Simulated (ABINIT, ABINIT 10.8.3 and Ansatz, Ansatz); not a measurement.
# Excitons of NaCl (Fm-3m): kernels and approximations

Wanted: excitons and ε₂ of NaCl (Fm-3m), with cost.

Calculated with ABINIT 10.8.3 and Ansatz 0.2.0; PBE and many-body steps on it, plane waves.

The database entry behind the starting cell differs from later determinations by our own check (an axis about 0.4 % short against later determinations), so it need not match the best structure at ambient conditions.

## (1) Starting point

The structure is cubic, space group Fm-3m (No. 225). The conventional cell has a = 5.620 Å, b = 5.620 Å, c = 5.620 Å, α = 90.00°, β = 90.00°, γ = 90.00°. Nearest to Na lie 6 Cl at 2.81 Å. Nearest to Cl lie 6 Na at 2.81 Å. Farther neighbours and most contacts between anions are not listed.

The cell and positions come from the Crystallography Open Database and are kept as given unless a step says otherwise.

## (2) Empty states on the mesh, 6×6×6 mesh, 102 bands

This step: ABINIT 10.8.3; DFT, PBE, plane waves, norm-conserving pseudopotentials.

The sums over transitions need many empty states on a uniform mesh; this step solves for them.

File run.abi:

```
acell 3*1.0 Angstrom
rprim 
  0.000000000000 2.810000000000 2.810000000000
  2.810000000000 0.000000000000 2.810000000000
  2.810000000000 2.810000000000 0.000000000000
ntypat 2
znucl 11 17
natom 2
typat 1 2
xred 
  0.000000000000 0.000000000000 0.000000000000
  0.500000000000 0.500000000000 0.500000000000
pp_dirpath "pseudos"
pseudos "Na.upf, Cl.upf"
ecut 38
ngkpt 6 6 6
nshiftk 1
shiftk 0 0 0
kptopt 1
chksymbreak 0
irdden 1
istwfk *1
nband 102
prtvol 0
optdriver 6
gwr_task "HDIAGO"
paral_kgb 0
occopt 1
indata_prefix "in"
outdata_prefix "out"
tmpdata_prefix "tmp"
```

Launch:

```console
> OMP_NUM_THREADS=1 mpirun -n 4 abinit run.abi > log
```

Log:

```text
.Version 10.8.3 of ABINIT. v10.8.2 released Aug 2026.

 Symmetries : space group Fm -3 m (#225); Bravais cF (face-center cubic)
[... echo of the input left out ...]
== DATASET  1 ==================================================================
-   mpi_nproc: 4, omp_nthreads: 1 (-1 if OMP is not activated)

--- !DatasetInfo
iteration_state: {dtset: 1, }
dimensions: {natom: 2, nkpt: 16, mband: 102, nsppol: 1, nspinor: 1, nspden: 1, mpw: 3383, }
cutoff_energies: {ecut:  38.0, pawecutdg:  -1.0, }
[...]
Direct band gap semiconductor
 Fundamental gap:     5.150 (eV)
   VBM:    -0.539 (eV) at k: [ 0.0000E+00,  0.0000E+00,  0.0000E+00]
   CBM:     4.611 (eV) at k: [ 0.0000E+00,  0.0000E+00,  0.0000E+00]
 Direct gap:         5.150 (eV) at k: [ 0.0000E+00,  0.0000E+00,  0.0000E+00]

== END DATASET(S) ==============================================================
================================================================================

 -outvars: echo values of variables after computation  --------
           etotal      0.0000000000E+00
            nband         102
             nkpt          16
          spgroup         225
 [... the other variables as echoed above ...]

 Calculation completed.
```

Elapsed: 1.9 min, on 4 MPI ranks of Arm Neoverse V1, shared host; peak memory 2.7 GiB.

This step gave:

```
gap                                                           : 5.150 eV
k of the valence top                                          : 0, 0, 0
k of the conduction bottom                                    : 0, 0, 0
least direct gap                                              : 5.150 eV
k points computed                                             : 16
lowest point of the top converged band, above the valence top : 83.7439 eV
```

On this mesh the gap is 5.150 eV.

The density comes from a self-consistent run that is not shown.

## (3) Screening, 6×6×6 mesh, 94 bands, screening to 149.7 eV

The RPA dielectric matrix is built and inverted for each q.

This step: RPA screening on PBE, plane waves, norm-conserving pseudopotentials.

run.abi: that of step 2 with these lines changed.

```diff
@@ -20,10 +20,11 @@
 chksymbreak 0
-irdden 1
 istwfk *1
-nband 102
-prtvol 0
-optdriver 6
-gwr_task "HDIAGO"
-paral_kgb 0
 occopt 1
+irdwfk 1
+optdriver 3
+nband 94
+ecuteps 5.5
+inclvkb 2
+awtr 1
+symchi 1
 indata_prefix "in"
```

Log:

```text
.Version 10.8.3 of ABINIT. v10.8.2 released Aug 2026.

 Symmetries : space group Fm -3 m (#225); Bravais cF (face-center cubic)
[... echo of the input left out ...]
== DATASET  1 ==================================================================
-   mpi_nproc: 4, omp_nthreads: 1 (-1 if OMP is not activated)

--- !DatasetInfo
iteration_state: {dtset: 1, }
dimensions: {natom: 2, nkpt: 16, mband: 94, nsppol: 1, nspinor: 1, nspden: 1, mpw: 3383, }
cutoff_energies: {ecut:  38.0, pawecutdg:  -1.0, }
[...]
--------------------------------------------------------------------------------
[... chi0 elements left out ...]
 For q-point:  0.000010 0.000020 0.000030
  dielectric constant =   2.3495
  dielectric constant without local fields =   2.7626

  Average fulfillment of the sum rule on Im[epsilon] for q-point    1 :     60.71  [%]
[... wings left out ...]
  q-point number  2        q = ( 0.166667, 0.000000, 0.000000) [r.l.u.]
--------------------------------------------------------------------------------
[... chi0 elements left out ...]
  Average fulfillment of the sum rule on Im[epsilon] for q-point    2 :     71.46  [%]

 [... 14 further q-points ...]
```

The job ended after 1.8 min (4 MPI ranks; peak memory 1.3 GiB).

Numbers from this step:

| Quantity | Value |
| --- | --- |
| ε∞ with local fields, on this mesh, along the program's q direction | 2.349 |
| the same without local fields | 2.763 |
| plasma frequency | 22.30 eV |
| plane waves in the screening matrix | 169 |

Local fields lower ε∞ by 15 %.

## (4) Self-energy, 6×6×6 mesh, 94 bands, screening to 149.7 eV

The self-energy is evaluated for the states that the input lists, and the levels follow from it, in one-shot runs by the linearised quasiparticle equation.

This step: G0W0 on PBE, plane waves, norm-conserving pseudopotentials.

run.abi: that of step 3 with these lines changed.

```diff
@@ -23,8 +23,15 @@
 irdwfk 1
-optdriver 3
+optdriver 4
 nband 94
+gwcalctyp 0
+ecutsigx 38
+symsigma 1
+nkptgw 1
+kptgw 
+  0.0000000000 0.0000000000 0.0000000000
+bdgw 
+  6 12
 ecuteps 5.5
-inclvkb 2
-awtr 1
-symchi 1
+irdscr 1
+ppmodel 1
 indata_prefix "in"
```

Log:

```text
.Version 10.8.3 of ABINIT. v10.8.2 released Aug 2026.

 Symmetries : space group Fm -3 m (#225); Bravais cF (face-center cubic)
[... echo of the input left out ...]
== DATASET  1 ==================================================================
-   mpi_nproc: 4, omp_nthreads: 1 (-1 if OMP is not activated)

--- !DatasetInfo
iteration_state: {dtset: 1, }
dimensions: {natom: 2, nkpt: 16, mband: 94, nsppol: 1, nspinor: 1, nspden: 1, mpw: 3383, }
cutoff_energies: {ecut:  38.0, pawecutdg:  -1.0, }
[...]
10  10.523  -8.377  -3.612  -3.225   0.859  -0.165  -7.055   1.322  11.845
       11  10.523  -8.377  -3.612  -3.225   0.859  -0.165  -7.055   1.322  11.845
       12  10.523  -8.377  -3.612  -3.225   0.859  -0.165  -7.055   1.322  11.845

== END DATASET(S) ==============================================================
================================================================================

 -outvars: echo values of variables after computation  --------
           etotal      0.0000000000E+00
            nband          94
             nkpt          16
          spgroup         225
 [... the other variables as echoed above ...]

 Calculation completed.
```

Wall time 7.3 s (4 MPI ranks); peak memory 1.1 GiB; 29 s of CPU time.

This step gave:

| Item | Value |
| --- | --- |
| G0W0 gap on the points computed | 8.016 eV |
| starting gap on the mesh | 5.150 eV |
| k of the valence top | 0, 0, 0 |
| k of the conduction bottom | 0, 0, 0 |
| least direct G0W0 gap on the computed points | 8.016 eV |

The gap on the mesh goes from 5.15 eV to 8.02 eV, a correction of +2.87 eV.

The gap opens by 2.866 eV; the next steps shift the empty bands rigidly by 2.866 eV.

## (5) Excitons

Optical absorption needs the electron-hole interaction, solved here in a basis of vertical transitions on the mesh.

This step: Bethe-Salpeter equation on PBE with a scissors shift, plane waves, norm-conserving pseudopotentials.

run.abi: that of step 4 with these lines changed.

```diff
@@ -23,15 +23,17 @@
 irdwfk 1
-optdriver 4
-nband 94
-gwcalctyp 0
-ecutsigx 38
-symsigma 1
-nkptgw 1
-kptgw 
-  0.0000000000 0.0000000000 0.0000000000
-bdgw 
-  6 12
-ecuteps 5.5
+optdriver 99
+bs_calctype 1
+mbpt_sciss 2.866 eV
+bs_loband 6
+nband 11
+bs_exchange_term 1
+bs_coulomb_term 11
+bs_coupling 0
+bs_algorithm 1
+bs_freq_mesh 0 14 0.1 eV
+zcut 0.15 eV
+ecuteps 4
+ecutwfn 19
+inclvkb 2
 irdscr 1
-ppmodel 1
 indata_prefix "in"
```

Log:

```text
.Version 10.8.3 of ABINIT. v10.8.2 released Aug 2026.

 Symmetries : space group Fm -3 m (#225); Bravais cF (face-center cubic)
[... echo of the input left out ...]
== DATASET  1 ==================================================================
-   mpi_nproc: 4, omp_nthreads: 1 (-1 if OMP is not activated)

--- !DatasetInfo
iteration_state: {dtset: 1, }
dimensions: {natom: 2, nkpt: 16, mband: 11, nsppol: 1, nspinor: 1, nspden: 1, mpw: 1243, }
cutoff_energies: {ecut:  19.0, pawecutdg:  -1.0, }
electrons: {nelect:   1.60000000E+01, charge:   0.00000000E+00, occopt:   1.00000000E+00, tsmear:   1.00000000E-02, }

 Exciton: Calculation of dielectric properties by solving the Bethe-Salpeter equation
 in frequency domain and reciprocal space on a transitions basis set.
 Based on a program developed by L. Reining, V. Olevano, F. Sottile,
 S. Albrecht, and G. Onida. Incorporated in ABINIT by M. Giantomassi.

.Using double precision arithmetic ; gwpc =  8

[... cell and pseudopotentials left out ...]
--------------------------------------------------------------------------------

 ==== K-mesh for the wavefunctions ====
 Number of points in the irreducible wedge :    16
[... list of points left out ...]
 Together with 48 symmetry operations and time-reversal symmetry
 yields   216 points in the full Brillouin Zone.

 ==== Q-mesh for the screening function ====
 Number of points in the irreducible wedge :    16
[... list of points left out ...]
 Together with 48 symmetry operations and time-reversal symmetry
 yields   216 points in the full Brillouin Zone.

 vcoul_init : cutoff-mode = AUXILIARY_FUNCTION
 q-points for optical limit:   1
     1)      0.000010    0.000020    0.000030
 setmesh: FFT mesh size selected  =    24x   24x   24
          total number of points  =        13824

 ==== Fundamental parameters for the solution of the Bethe-Salpeter equation: ====
 Algorithm: Direct diagonalization.
 Dimension of the v, W matrices,  npweps  = 113
 Cutoff for the wavefunctions,    npwwfn  = 1243
 Number of k-points in the IBZ,   nkibz   = 16
 Highest empty band included,     nband   = 11
 === Spin UP ===
 Number of resonant transitions          1944
 Lowest occupied state                   6
 Highest occupied state                  8
 Lowest unoccupied state                 9
 Highest unoccupied state                11
 Minimum frequency [eV]           Emin    =   0.00
 Maximum frequency [eV]           Emax    =  14.00
 Frequency step [eV]              dE      =   0.10
 Lorentzian broadening [eV]       eta     =   0.15
 RPA L0 with KS energies and KS wavefunctions
 Scissors operator energy [eV] =          2.87
 Local fields effects (v term) included
 Excitonic effects (W term) included
 Full W_GG' included
 W is read from an external SCR file
 Resonant-only calculation (Hermitian case)

 Calculating epsilon_Macro(q-->0,w), along the following directions:
 q = (  0.975876  0.000000  0.000000) [r.l.u.]
 q = (  0.000000  0.975876  0.000000) [r.l.u.]
 q = (  0.000000  0.000000  0.975876) [r.l.u.]
 q = (  0.000000  0.845134  0.845134) [r.l.u.]
 q = (  0.845134  0.000000  0.845134) [r.l.u.]
 q = (  0.845134  0.845134  0.000000) [r.l.u.]
 Number of electrons calculated from density =   15.9695; Expected =   16.0000
 average of density, n =  0.053327
 r_s =    1.6481
 omega_plasma =   22.2755 [eV]

. Writing resonant excitonic Hamiltonian on file out_BSR; file size=   0.03 [Gb].
 Direct diagonalization of the resonant excitonic Hamiltonian, Matrix size= 1944
. Using LAPACK sequential version.
 Excitonic eigenvalues in eV up to n=   32
   7.02262   7.02867   7.02927   7.64635   7.65774   7.65888   7.99501   7.99683
   7.99696   8.01880   8.01891   8.09840   8.09846   8.09959   8.13350   8.13369
   8.13379   8.13642   8.13655   8.38578   8.38778   8.38795   8.41191   8.41198
   8.41385   8.46897   8.46978   8.46986   8.47645   8.47661   8.47673   8.54626

 First excitonic eigenvalue=    7.02 [eV]
 Last  excitonic eigenvalue=   15.26 [eV]

 GW  direct gap       8.02  0.00 [eV]
 EXC direct gap       7.02  0.00 [eV]
 EXC binding energy   0.99  0.00 [eV]

 Excitonic eigenvalues up to the GW energy gap [eV]
  1 (  7.02  0.00)
  2 (  7.03  0.00)
  3 (  7.03  0.00)
  4 (  7.65  0.00)
  5 (  7.66  0.00)
  6 (  7.66  0.00)
  7 (  8.00  0.00)
  8 (  8.00  0.00)
  9 (  8.00  0.00)

 Macroscopic dielectric function:
 omega [eV] <KS_RPA_nlf>  <GW_RPA_nlf>  <BSE>
   0.0000   2.2799   0.0000   1.9659   0.0000   2.1460   0.0000
   0.1000   2.2801   0.0005   1.9660   0.0002   2.1461   0.0004
   0.2000   2.2806   0.0010   1.9662   0.0004   2.1465   0.0008
   0.3000   2.2815   0.0016   1.9666   0.0006   2.1472   0.0012
   0.4000   2.2827   0.0021   1.9671   0.0009   2.1481   0.0016
   0.5000   2.2843   0.0026   1.9677   0.0011   2.1493   0.0020
   0.6000   2.2862   0.0032   1.9685   0.0013   2.1507   0.0024
   0.7000   2.2885   0.0037   1.9694   0.0015   2.1525   0.0028
   0.8000   2.2912   0.0043   1.9705   0.0017   2.1544   0.0032
   0.9000   2.2942   0.0048   1.9717   0.0019   2.1567   0.0036

 Writing KS-RPA macroscopic dielectric function without local fields to file: out_RPA_NLF_MDF
 Writing GW-RPA macroscopic dielectric function without local fields to file: out_GW_NLF_MDF
 Writing EXC Macroscopic dielectric function to file: out_EXC_MDF

== END DATASET(S) ==============================================================
================================================================================

 -outvars: echo values of variables after computation  --------
           etotal      0.0000000000E+00
            nband          11
             nkpt          16
          spgroup         225
 [... the other variables as echoed above ...]

 Calculation completed.
```

It took 2.3 min on 4 MPI ranks; peak memory 0.44 GiB.

Numbers from this step:

```yaml
direct_gap_of_the_transition_levels: 8.016 eV
transitions_in_the_window: 1944
first_strong_exciton_over_a_fiftieth_of_the_strongest_listed: 7.023 eV
lowest_state: 7.023 eV
binding_of_the_lowest_state_below_the_direct_gap: 0.9934 eV
coulomb_term_of_one_mesh_cell: 0.8194 eV
```

The binding is 1.2 times the screened Coulomb term of one mesh cell (0.82 eV), so it is not shown settled.

The lowest state lies at 7.023 eV, 0.993 eV under the direct gap.

Lines within 3 meV are set at the lowest of them, and the highest group, which the list may cut short, is left out. Lines of the exciton spectrum (strongest = 100):

```tsv
position (eV)	lines merged	oscillator strength, relative
7.023	1	52
7.029	2	93
7.646	1	55
7.658	2	100
7.995	3	0.0
8.019	2	0.0
8.098	3	0.0
```

The ε₂ has structure finer than the step of the table below, so its rows give means over 0.5 eV, whole bins alone (the curve runs from 0 to 13.9 eV). Peaks (eV: height): BSE 7.00: 4.03, 7.70: 4.10, 8.80: 3.32, 10.10: 3.34, 13.00: 3.99; no electron-hole interaction 8.90: 1.41, 10.50: 2.98, 11.10: 4.41, 12.40: 4.72; Kohn-Sham, no shift 6.00: 1.32, 7.70: 3.03, 8.50: 4.41, 9.60: 4.72.

Mean over the three Cartesian directions of q; broadening 0.15 eV; transition window only. Limits: finite bands, cutoff and mesh; exciton not shown settled in the k mesh. Table of ε₂ by photon energy; means over each step:

```tsv
photon energy (eV)	BSE	no electron-hole interaction	Kohn-Sham, no shift
0.5	0.00200	0.00108	0.00264
1.0	0.00407	0.00217	0.00542
1.5	0.00633	0.00334	0.00848
2.0	0.00888	0.00458	0.0120
2.5	0.0119	0.00593	0.0164
3.0	0.0156	0.00748	0.0220
3.5	0.0204	0.00924	0.0300
4.0	0.0270	0.0113	0.0429
4.5	0.0366	0.0139	0.0732
5.0	0.0522	0.0171	0.262
5.5	0.0812	0.0213	0.284
6.0	0.152	0.0270	0.964
6.5	0.491	0.0356	0.898
7.0	2.65	0.0508	1.27
7.5	2.73	0.0959	2.45
8.0	1.40	0.308	2.90
8.5	1.48	0.362	3.87
9.0	2.46	1.08	3.35
9.5	1.40	0.829	4.31
10.0	2.49	1.65	3.80
10.5	2.53	2.50	3.86
11.0	2.09	3.37	3.48
11.5	2.43	3.60	2.15
12.0	2.59	3.51	0.986
12.5	3.08	4.41	0.329
13.0	3.56	3.69	0.130
13.5	2.35	3.93	0.0771
```

## (6) Triplet (no exchange term)

run.abi: that of step 5 with these lines changed.

```diff
@@ -27,4 +27,4 @@
 bs_loband 6
-nband 11
-bs_exchange_term 1
+nband 10
+bs_exchange_term 0
 bs_coulomb_term 11
@@ -32,3 +32,3 @@
 bs_algorithm 1
-bs_freq_mesh 0 14 0.1 eV
+bs_freq_mesh 0 12 0.1 eV
 zcut 0.15 eV
```

Log:

```text
.Version 10.8.3 of ABINIT. v10.8.2 released Aug 2026.

 Symmetries : space group Fm -3 m (#225); Bravais cF (face-center cubic)
[... echo of the input left out ...]
== DATASET  1 ==================================================================
-   mpi_nproc: 4, omp_nthreads: 1 (-1 if OMP is not activated)

--- !DatasetInfo
iteration_state: {dtset: 1, }
dimensions: {natom: 2, nkpt: 16, mband: 10, nsppol: 1, nspinor: 1, nspden: 1, mpw: 1243, }
cutoff_energies: {ecut:  19.0, pawecutdg:  -1.0, }
electrons: {nelect:   1.60000000E+01, charge:   0.00000000E+00, occopt:   1.00000000E+00, tsmear:   1.00000000E-02, }

 Exciton: Calculation of dielectric properties by solving the Bethe-Salpeter equation
 in frequency domain and reciprocal space on a transitions basis set.
 Based on a program developed by L. Reining, V. Olevano, F. Sottile,
 S. Albrecht, and G. Onida. Incorporated in ABINIT by M. Giantomassi.

.Using double precision arithmetic ; gwpc =  8

[... cell and pseudopotentials left out ...]
--------------------------------------------------------------------------------

 ==== K-mesh for the wavefunctions ====
 Number of points in the irreducible wedge :    16
[... list of points left out ...]
 Together with 48 symmetry operations and time-reversal symmetry
 yields   216 points in the full Brillouin Zone.

 ==== Q-mesh for the screening function ====
 Number of points in the irreducible wedge :    16
[... list of points left out ...]
 Together with 48 symmetry operations and time-reversal symmetry
 yields   216 points in the full Brillouin Zone.

 vcoul_init : cutoff-mode = AUXILIARY_FUNCTION
 q-points for optical limit:   1
     1)      0.000010    0.000020    0.000030
 setmesh: FFT mesh size selected  =    24x   24x   24
[...]
average of density, n =  0.053327
 r_s =    1.6481
 omega_plasma =   22.2755 [eV]

. Writing resonant excitonic Hamiltonian on file out_BSR; file size=   0.01 [Gb].
 Direct diagonalization of the resonant excitonic Hamiltonian, Matrix size= 1296
. Using LAPACK sequential version.
 Excitonic eigenvalues in eV up to n=   32
   6.97268   6.97998   6.98071   7.59669   7.60772   7.60886   7.99796   7.99932
   7.99936   8.01081   8.01091   8.09294   8.09303   8.09437   8.13357   8.13385
   8.13391   8.13701   8.13701   8.37463   8.37665   8.37693   8.40653   8.40664
   8.40860   8.46625   8.47057   8.47126   8.47127   8.47673   8.47687   8.47692

 First excitonic eigenvalue=    6.97 [eV]
 Last  excitonic eigenvalue=   14.74 [eV]

 GW  direct gap       8.02  0.00 [eV]
 EXC direct gap       6.97  0.00 [eV]
 EXC binding energy   1.04  0.00 [eV]

 Excitonic eigenvalues up to the GW energy gap [eV]
  1 (  6.97  0.00)
  2 (  6.98  0.00)
  3 (  6.98  0.00)
[...]
10 (  8.01  0.00)
 11 (  8.01  0.00)

 Macroscopic dielectric function:
 omega [eV] <KS_RPA_nlf>  <GW_RPA_nlf>  <BSE>
   0.0000   2.0547   0.0000   1.7872   0.0000   1.9811   0.0000
   0.1000   2.0549   0.0005   1.7873   0.0002   1.9812   0.0004
   0.2000   2.0554   0.0009   1.7874   0.0004   1.9816   0.0008
[...]
0.8000   2.0648   0.0038   1.7912   0.0015   1.9893   0.0031
   0.9000   2.0675   0.0043   1.7922   0.0017   1.9915   0.0035

 Writing KS-RPA macroscopic dielectric function without local fields to file: out_RPA_NLF_MDF
 Writing GW-RPA macroscopic dielectric function without local fields to file: out_GW_NLF_MDF
 Writing EXC Macroscopic dielectric function to file: out_EXC_MDF

== END DATASET(S) ==============================================================
================================================================================

 -outvars: echo values of variables after computation  --------
           etotal      0.0000000000E+00
            nband          10
             nkpt          16
          spgroup         225
 [... the other variables as echoed above ...]

 Calculation completed.
```

Elapsed: 59 s, on 4 MPI ranks; peak memory 0.41 GiB.

The lowest triplet lies at 6.973 eV; triplets are dark, so no spectrum is read.

(Continued in part 2 of 3.)

[Paths, hosts, dates, memory and timing lines, banners, echoed tables and standing remarks are left out of the program output.]

[Logs are printed without paths, hosts, clocks, repeated set-up lines and the standing remarks that a program may print on its own settings, such as how far it seeks lower states.]

[Runs of the session that timed out or met a known fault of the program may be left out.]

[No measured gap is set beside runs whose start may be inverted or whose files or cutoffs have a known fault.]

[Hosts, paths, dates, database ids (printed as entryN), source tags and the programs' standing remarks are cut or masked in the printed files.]

[G0W0 gaps are taken among the corrected bands and points alone; a level outside them can change the order at an edge.]

[Where Ansatz stands beside ABINIT at settings called matched, ABINIT's density can come from a denser mesh and the files from another edition; pairs whose starting gaps differed by over 0.03 eV were left out, so agreement reads better than it is.]
